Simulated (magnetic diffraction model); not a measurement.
# MgCoGe₂S₆ below its ordering temperature

Space group P2_1/c (no. 14), a = 11.9970 Å, b = 11.0830 Å, c = 6.6610 Å, β = 103.68°.

```csv
site,atom,x,y,z
4e,Ge,0.4622,0.8436,0.7446
4e,Ge,0.0495,0.8397,0.3250
4e,Co,0.2447,0.1509,0.4608
4e,S,0.6441,0.8409,0.8290
4e,S,0.8681,0.8415,0.2539
4e,S,0.1446,0.5134,0.7383
4e,S,0.3740,0.4794,0.1957
4e,S,0.1079,0.8201,0.6688
4e,S,0.3917,0.7891,0.0027
4e,Mg,0.2425,0.9895,0.9435
```

The compound is invented for this exercise: a known structure type with other elements, its cell scaled to their sizes and not relaxed.

Only Co is taken to order (form factors of Co2+); orders and moment sizes are assumed, and not adapted to the symmetry. Radiation: neutrons of λ = 1.909 Å, 3° to 30°; isotropic B of 0.63 Å² (Ge), 0.8 Å² (Co), 0.96 Å² (S) and 0.83 Å² (Mg). Simulated constant-wavelength pattern: nuclear and magnetic terms add, the magnetic one as |2.695 fm × Σ f S⊥ exp(2πi Q·r) exp(−B s²)|², summed over all Q at one angle with the factor 1/(sin²θ cos θ). For collinear order S is the moment m, which repeats by lattice and centring translations R with the sign exp(−2πi k·R). Free-ion form factors, Sears's scattering lengths of 1992, no absorption; a label names one of the reflections at its angle. The strongest nuclear line in the range is 100, and lines under 0.2 are left out.

Above the ordering temperature:

```tsv
2θ (°)	index	I
13.65	(1 1 0)	4.8
18.85	(2 0 0)	14.2
19.67	(0 1 1)	1.9
19.84	(0 2 0)	4.2
20.00	(1 1 -1)	12.7
21.33	(2 1 0)	1.0
26.21	(0 2 1)	2.2
26.47	(1 2 -1)	85.8
27.50	(2 2 0)	54.8
28.44	(3 0 0)	1.3
29.27	(1 2 1)	100.0
29.96	(2 2 -1)	1.7
```

Below it (cell unchanged):

```
2θ (°)      I
  4.69   19.2
 10.94   36.2
 13.65    4.8
 14.11    1.8
 17.25    7.4
 18.85   14.2
 19.26    3.6
 19.67    1.9
 19.84    4.2
 20.00   12.7
 20.39    1.8
 21.16    5.0
 21.33    1.0
 21.78    6.9
 23.62    0.7
 24.43    0.8
 25.66    1.3
 25.91   12.8
 26.21    2.2
 26.47   85.8
 26.57    0.4
 27.36    3.0
 27.50   54.8
 27.57    1.5
 27.86    4.6
 28.44    1.3
 29.27  100.0
 29.96    1.7
```

**Question.** Find the propagation vector, then choose among these models:
A. collinear moments along [101], 2.75 μB on Co; signs + at (0.2447, 0.1509, 0.4608), − at (0.7553, 0.6509, 0.0392), − at (0.7553, 0.8491, 0.5392), + at (0.2447, 0.3491, 0.9608)
B. collinear moments along [110], 2.75 μB on Co; signs + at (0.2447, 0.1509, 0.4608), − at (0.7553, 0.6509, 0.0392), − at (0.7553, 0.8491, 0.5392), + at (0.2447, 0.3491, 0.9608)
C. collinear moments along [110], 2.75 μB on Co; signs + at (0.2447, 0.1509, 0.4608), + at (0.7553, 0.6509, 0.0392), + at (0.7553, 0.8491, 0.5392), + at (0.2447, 0.3491, 0.9608)
D. collinear moments along [101], 2.75 μB on Co; signs + at (0.2447, 0.1509, 0.4608), + at (0.7553, 0.6509, 0.0392), + at (0.7553, 0.8491, 0.5392), + at (0.2447, 0.3491, 0.9608)

The new lines index as (1/2 0 0) at 4.69°, (1/2 1 0) at 10.94°, (3/2 0 0) at 14.11° and (3/2 1 0) at 17.25°, that is as H ± k with k = (1/2 0 0). Half indices mean that the moments reverse under translations with k·R a half-integer, and the magnetic cell has twice the primitive volume.

Magnetic intensity, observed (below minus above) and for each model:

| 2θ (°) | index | observed | A | B | C | D |
| --- | --- | --- | --- | --- | --- | --- |
| 4.69 | (1/2 0 0) | 19.2 | 19.2 | 97.2 | 90.9 | 18.0 |
| 10.94 | (1/2 1 0) | 36.2 | 36.2 | 23.1 | 24.7 | 38.8 |
| 14.11 | (3/2 0 0) | 1.8 | 1.8 | 8.8 | 10.8 | 2.1 |
| 19.26 | (1/2 1 -1) | 3.6 | 3.6 | 3.2 | 8.4 | 9.4 |
| 21.16 | (1/2 1 1) | 5.0 | 5.0 | 7.3 | 2.4 | 1.6 |
| 25.91 | (1/2 2 -1) | 12.8 | 12.8 | 9.4 | 3.6 | 4.9 |
| 27.36 | (1/2 2 1) | 3.0 | 3.0 | 2.9 | 8.9 | 9.1 |
| 27.86 | (3/2 2 -1) | 4.6 | 4.6 | 3.0 | 6.7 | 10.3 |

Model A matches.

The structure used: k = (1/2 0 0), collinear moments along [101], 2.75 μB on Co; signs + at (0.2447, 0.1509, 0.4608), − at (0.7553, 0.6509, 0.0392), − at (0.7553, 0.8491, 0.5392), + at (0.2447, 0.3491, 0.9608).

[Logs are printed without paths, hosts, clocks, repeated set-up lines and the standing remarks that a program may print on its own settings, such as how far it seeks lower states.]
